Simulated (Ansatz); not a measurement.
## NaMgF3 (Neighborite, Pm-3m): the cell at rest

Task: relax NaMgF3 (Neighborite, Pm-3m) tightly.

Calculated with Ansatz 0.2.0; DFT PBEsol, scalar-relativistic, plane waves, PAW; PAW set soft_1.

The database entry behind the starting cell lists a temperature of 1273 K, so it need not match the best structure at ambient conditions.

## (1) The structure

It takes space group Pm-3m (No. 221, cubic). Conventional cell: a = 3.876 Å, b = 3.876 Å, c = 3.876 Å, α = 90.00°, β = 90.00°, γ = 90.00°. Na has 12 F at 2.74 Å nearest. Nearest to Mg lie 6 F at 1.94 Å. Nearest to F lie 2 Mg at 1.94 Å and 4 Na at 2.74 Å. Farther neighbours and most contacts between anions are not listed.

## (2) Probe on a coarse mesh

First a cheap look: the gap decides the mesh and the occupations, the pressure tells how far the cell has to move.

input.yaml

```yaml
crystal:
  lattice:
    - [3.876, 0.0, 0.0]
    - [0.0, 3.876, 0.0]
    - [0.0, 0.0, 3.876]
  atoms:
    - { symbol: Na, position: [0.0, 0.0, 0.0] }
    - { symbol: Mg, position: [0.5, 0.5, 0.5] }
    - { symbol: F, position: [0.5, 0.5, 0.0] }
    - { symbol: F, position: [0.0, 0.5, 0.5] }
    - { symbol: F, position: [0.5, 0.0, 0.5] }
kpoints:
  mp_grid: { grid: [6, 6, 6] }
hamiltonian:
  xc: pbesol
  pseudopotentials: { kind: paw, azcp: { folder: soft_1 }, xc_functional: pbe }
scf:
  occupations: { method: gaussian, width: 0.1 }
output:
  forces: true
  stress: true
  eigenvalues: true
```

Run with:

```
$ ansatz run input.yaml --threads 4 --pin off --max-ram 10240MiB --backend cpu --events-out ev --progress --plain --runs-dir out
```

Numbers of over 12 decimals in the logs are rounded to 6 here.

What it wrote:

```text
Engine: ansatz 0.2.0, x86_64-unknown-linux-gnu
Pseudopotentials: kind: paw
Pseudopotential: Na, paw, valence charge 9, recommended cutoff 420 eV (normal), soft_1/Na.paw.azcp
Pseudopotential: Mg, paw, valence charge 10, recommended cutoff 420 eV (normal), soft_1/Mg.paw.azcp
Pseudopotential: F, paw, valence charge 7, recommended cutoff 420 eV (normal), soft_1/F.paw.azcp
Functional definition: PBEsol
  exchange = pbesol_x
[...]
--- Band table (eV; the first three rows and the last of 20) ---
  k-point 0: bands = [... 16 lower, 1.1622, 1.4029, 1.4029, 1.4029, 7.9682, 15.4463, 15.4463, 15.7212]
  k-point 1: bands = [... 16 lower, 1.1022, 1.1052, 1.3601, 1.3601, 8.4469, 14.5175, 15.7887, 15.9985]
  k-point 2: bands = [... 16 lower, 0.8779, 0.9939, 1.3222, 1.3222, 9.6425, 12.9122, 16.5662, 16.7766]
  k-point 19: bands = [... 16 lower, 0.6592, 1.8635, 1.8635, 1.8635, 12.3897, 14.9527, 14.9527, 14.9527]
[key lines of the parts left out:]
SCF converged after 8 iterations
Free energy (F): -5796.800714 eV
Fermi energy:    4.916974 eV
P = ⅓ Tr σ = 1.9171 GPa (19.171 kbar)
```

Elapsed: 7.1 s, on 4 threads of Intel Xeon Platinum 8488C (Sapphire Rapids), shared host; peak memory 0.44 GiB.

Numbers from this step:

```
pressure           : 1.917 GPa
gap on the k-mesh  : 6.105 eV
volume per atom    : 11.65 Å³
direct gap on mesh : 6.565 eV
```

The coarse mesh shows a gap of 6.10 eV and a pressure of 1.9 GPa.

## (3) Bringing the structure to rest

The cell and atoms are relaxed, since residual forces and stress would shift the frequencies.

Edit input.yaml of step 2 so:

```diff
@@ -17,3 +17,3 @@
 scf:
-  occupations: { method: gaussian, width: 0.1 }
+  occupations: { method: gaussian, width: 0.02 }
 output:
@@ -22 +22,6 @@
   eigenvalues: true
+relax:
+  adjacent_minimum: "off"
+  f_tol: 0.005
+  max_steps: 80
+  cell: { stress_tol: 0.05 }
```

What it wrote:

```text
[...]
Crystal: 5 atoms, lattice volume = 58.231 Å³
Basis set: ecut = 420 eV, 1141 PW (Γ), exchange–correlation on 54×54×54 points (8 copies of the dense FFT grid, shifted against one another)
Bands: 25, of which v1, the nominal top of the filled ones, is band 20 counted from 1 (19 counted from 0)
Symmetry: 48 space group operations
[...]
k-points: 20 of 216
[...]
SCF iter   1: F=—  HF=-5800.244577 eV  |F-HF|=—  |Δ(HF+E_count)|=         —  Δρ=1.49e-1  dr2=8.86e0  ethr=3.10e-3  ⟨swp⟩=6.2  Hψ=2423  notcnv=0
[...]
SCF iter   8: F=-5796.800714 eV  HF=-5796.800714 eV  |F-HF|=4.54e-8  |Δ(HF+E_count)|=   2.12e-6  Δρ=9.94e-6  dr2=6.79e-8  ethr=2.50e-10  ⟨swp⟩=8.8  Hψ=2788  notcnv=0
SCF 1 converged in 8 iterations: F = -5796.800714 eV  dr2 = 6.79e-8
[...]
relax step   1: F+E_penalty+E_count = -5796.80071418 eV  Δ(F+E_penalty+E_count) = +0.000e0 eV  max|allowed force component| = 2.708e-29 eV/Å  Δτ_max = 0.0000 Å  P = +1.917 GPa  Ω = 58.231 Å³  (8 SCF iters, dr2 threshold 1.00e-7 eV, accepted)
Crystal: 5 atoms, lattice volume = 58.748 Å³
Basis set: ecut = 420 eV, 1189 PW (Γ), exchange–correlation on 54×54×54 points (8 copies of the dense FFT grid, shifted against one another)
[...]
iter 1 solved again at ethr=6.76e-7 eV; its pass at ethr=3.10e-3 eV (dr2=2.70e-4 eV) is discarded
[...]
SCF iter   5: F=-5796.804485 eV  HF=-5796.804485 eV  |F-HF|=5.33e-8  |Δ(HF+E_count)|=   1.28e-7  Δρ=1.34e-5  dr2=4.48e-8  ethr=1.25e-9  ⟨swp⟩=5.0  Hψ=2072  notcnv=0
SCF 2 converged in 5 iterations: F = -5796.804485 eV  dr2 = 4.48e-8
relax step   2: F+E_penalty+E_count = -5796.80448535 eV  Δ(F+E_penalty+E_count) = -3.771e-3 eV  max|allowed force component| = 2.030e-29 eV/Å  Δτ_max = 0.0000 Å  P = +1.159 GPa  Ω = 58.748 Å³  energy of the carried Pulay correction = -1.187e-3 eV  (5 SCF iters, dr2 threshold 5.00e-7 eV, accepted)
Crystal: 5 atoms, lattice volume = 59.557 Å³
[...]
SCF iter   5: F=-5796.805628 eV  HF=-5796.805628 eV  |F-HF|=1.48e-7  |Δ(HF+E_count)|=   2.64e-7  Δρ=2.19e-5  dr2=1.31e-7  ethr=1.25e-9  ⟨swp⟩=5.2  Hψ=2090  notcnv=0
SCF 3 converged in 5 iterations: F = -5796.805628 eV  dr2 = 1.31e-7
relax step   3: F+E_penalty+E_count = -5796.80562839 eV  Δ(F+E_penalty+E_count) = -1.143e-3 eV  max|allowed force component| = 8.004e-30 eV/Å  Δτ_max = 0.0000 Å  P = +0.032 GPa  Ω = 59.557 Å³  energy of the carried Pulay correction = -3.023e-3 eV  (5 SCF iters, dr2 threshold 5.00e-7 eV, accepted)
[...]
relax step   4: F+E_penalty+E_count = -5796.80934675 eV  Δ(F+E_penalty+E_count) = -3.718e-3 eV  max|allowed force component| = 1.422e-29 eV/Å  Δτ_max = 0.0000 Å  P = +0.160 GPa  Ω = 59.557 Å³  stress off target by 1.60e-1 GPa  SCF on the basis re-selected at this cell (its energy is not comparable with the rows above)  (7 SCF iters)
[...]
relax step   5: F+E_penalty+E_count = -5796.80914750 eV  Δ(F+E_penalty+E_count) = +1.992e-4 eV  max|allowed force component| = 7.685e-30 eV/Å  Δτ_max = 0.0000 Å  P = +0.011 GPa  Ω = 59.673 Å³  energy of the carried Pulay correction = -2.614e-4 eV  (4 SCF iters, dr2 threshold 6.41e-8 eV, accepted)
[...]
SCF iter   7: F=-5796.809282 eV  HF=-5796.809282 eV  |F-HF|=1.82e-12  |Δ(HF+E_count)|=  3.73e-11  Δρ=2.33e-7  dr2=8.28e-12  ethr=1.00e-12  ⟨swp⟩=4.0  Hψ=1692  notcnv=0
SCF 6 converged in 7 iterations: F = -5796.809282 eV  dr2 = 8.28e-12
relax step   6: F+E_penalty+E_count = -5796.80928218 eV  Δ(F+E_penalty+E_count) = -1.347e-4 eV  max|allowed force component| = 1.106e-29 eV/Å  Δτ_max = 0.0000 Å  P = +0.015 GPa  Ω = 59.673 Å³  stress off target by 1.46e-2 GPa  SCF on the basis re-selected at this cell (its energy is not comparable with the rows above)  (7 SCF iters)
[...]
SCF converged after 7 iterations
Free energy (F): -5796.809282 eV
[...]
Internal energy: -5796.809282 eV  (E = F + TS)
E sigma→0 (E₀):  -5796.809282 eV
Fermi energy:    4.647513 eV
[...]
--- Stress (GPa, compression-positive) ---
        0.014605       0.000000      -0.000000
        0.000000       0.014605       0.000000
       -0.000000       0.000000       0.014605
  P = ⅓ Tr σ = 0.0146 GPa (0.146 kbar)
--- Band table (eV; the first three rows and the last of 20) ---
  k-point 0: bands = [... 16 lower, 0.9756, 1.1985, 1.1985, 1.1985, 7.6432, 15.1395, 15.1395, 15.2033, ... 1 higher]
  k-point 1: bands = [... 16 lower, 0.9087, 0.9217, 1.1578, 1.1578, 8.1145, 14.1489, 15.4736, 15.5132, ... 1 higher]
  k-point 2: bands = [... 16 lower, 0.7018, 0.8156, 1.1234, 1.1234, 9.2935, 12.5339, 16.2334, 16.2875, ... 1 higher]
  k-point 19: bands = [... 16 lower, 0.4708, 1.6518, 1.6518, 1.6518, 12.0594, 14.5528, 14.5528, 14.5528, ... 1 higher]
--- Relaxed structure (4 steps of the walk, 4 accepted, 2 SCFs on fresh bases) ---
  F+E_penalty+E_count = -5796.80928218 eV   max|allowed force component| = 1.106e-29 eV/Å   (the final SCF, on the basis selected at the relaxed cell)
  cell:  # Å, volume = 59.6733 Å³
    - [3.907750, 0, 0]
    - [0, 3.907750, 0]
    - [0, 0.0, 3.907750]
  atoms:
    - { symbol: Na, position: [0, 0, 0] }
    - { symbol: Mg, position: [0.5, 0.5, 0.5] }
    - { symbol: F, position: [0.5, 0.5, 0] }
    - { symbol: F, position: [0, 0.5, 0.5] }
    - { symbol: F, position: [0.5, 0, 0.5] }
```

It took 4.1 s on 4 threads; peak memory 0.47 GiB.

Relaxation path:

```csv
step,energy less that of the first step (eV),largest force component (eV/Å),pressure (GPa),volume (Å³)
1,0.0000,0.0000,1.92,58.23
2,-0.0038,0.0000,1.16,58.75
3,-0.0049,0.0000,0.03,59.56
4*,-0.0086,0.0000,0.16,59.56
5,-0.0084,0.0000,0.01,59.67
6*,-0.0086,0.0000,0.01,59.67
```

Relaxation steps marked * repeat the geometry before them on a plane-wave basis chosen anew for their cell, so energy and pressure can jump there.

The run keeps the 48 symmetry operations that it works with, so distortions that break them were not tested.

```csv
"conventional cell, symmetrised",before,after,change
a (Å),3.876,3.908,+0.8 %
b (Å),3.876,3.908,+0.8 %
c (Å),3.876,3.908,+0.8 %
volume (Å³/atom),11.65,11.93,+2.5 %
```

The relaxed structure:

```xyz
5
Lattice="3.9078 0.0000 0.0000 0.0000 3.9078 0.0000 0.0000 0.0000 3.9078" Properties=species:S:1:pos:R:3 pbc="T T T"
Na    0.0000    0.0000    0.0000
Mg    1.9539    1.9539    1.9539
F     1.9539    1.9539    0.0000
F     0.0000    1.9539    1.9539
F     1.9539    0.0000    1.9539
```

Numbers from this step:

```
pressure           : 0.01461 GPa
gap on the k-mesh  : 5.991 eV
volume per atom    : 11.93 Å³
direct gap on mesh : 6.445 eV
```

In this step the volume went from 11.65 to 11.93 Å³/atom.

## (4) Relaxing to small forces for the phonons

Phonons need a cell at rest on their own settings, so the relaxation is repeated with tight tolerances on forces and stress on the k mesh and occupations of the first response run.

input.yaml, the sections that differ from step 3:

```yaml
crystal:
  lattice:
    - [3.907750296, 0.0, 0.0]
    - [0.0, 3.907750296, 0.0]
    - [0.0, 0.0, 3.907750296]
  atoms:
    - { symbol: Na, position: [0.0, 0.0, 0.0] }
    - { symbol: Mg, position: [0.5, 0.5, 0.5] }
    - { symbol: F, position: [0.5, 0.5, 0.0] }
    - { symbol: F, position: [0.0, 0.5, 0.5] }
    - { symbol: F, position: [0.5, 0.0, 0.5] }
kpoints:
  mp_grid: { grid: [8, 8, 8] }
scf:
  occupations: { method: fixed }
relax:
  adjacent_minimum: "off"
  f_tol: 0.001
  max_steps: 60
  cell: { stress_tol: 0.01 }
# hamiltonian, output: as in step 3
```

What it wrote:

```text
[...]
Crystal: 5 atoms, lattice volume = 59.673 Å³
Basis set: ecut = 420 eV, 1189 PW (Γ), exchange–correlation on 54×54×54 points (8 copies of the dense FFT grid, shifted against one another)
Bands: 25, of which v1, the nominal top of the filled ones, is band 20 counted from 1 (19 counted from 0)
[... 1 set-up line as in the run before ...]
[...]
k-points: 35 of 512
[...]
--- Relaxed structure (2 steps of the walk, 2 accepted, 1 SCFs on fresh bases) ---
[...]
cell:  # Å, volume = 59.6773 Å³
    - [3.907837, 0.0, 0]
    - [0.0, 3.907837, 0]
    - [0, 0, 3.907837]
  atoms:
    - { symbol: Na, position: [0, 0, 0] }
    - { symbol: Mg, position: [0.5, 0.5, 0.5] }
    - { symbol: F, position: [0.5, 0.5, 0] }
    - { symbol: F, position: [0, 0.5, 0.5] }
    - { symbol: F, position: [0.5, 0, 0.5] }
[key lines of the parts left out:]
SCF converged after 7 iterations
Free energy (F): -5796.809343 eV
Fermi energy:    1.651202 eV
P = ⅓ Tr σ = 0.0094 GPa (0.094 kbar)
```

Wall time 3 s (4 threads); peak memory 0.49 GiB.

Little changed from the start: no atom moved by 0.005 Å and no cell edge by 0.1 %.

Numbers from this step:

```yaml
pressure: 0.009434 GPa
volume_per_atom: 11.94 Å³
direct_gap_on_mesh: 6.444 eV
```

The forces vanish by symmetry and the pressure is 0.009 GPa, within the tolerances set. The cell now holds 11.94 Å³/atom.

## (5) Summary of results

```yaml
space_group_after_relaxation_within_0p01_a: Pm-3m
lattice_constant_a: 3.908 Å
lattice_constant_b: 3.908 Å
lattice_constant_c: 3.908 Å
volume_per_atom: 11.9 Å³
gap_on_the_k_mesh: 5.99 eV
```

**Reading.** The forces vanish by symmetry and the pressure is 0.009 GPa, within the tolerances set. The cell now holds 11.94 Å³/atom. The relaxation keeps the symmetry of its start, so it says nothing on stability against lower symmetry. The PAW files were made for PBE and serve the other functionals too.

[Logs are printed without paths, hosts, clocks, repeated set-up lines and the standing remarks that a program may print on its own settings, such as how far it seeks lower states.]

[Hosts, paths, dates, database ids (printed as entryN), source tags and the programs' standing remarks are cut or masked in the printed files.]
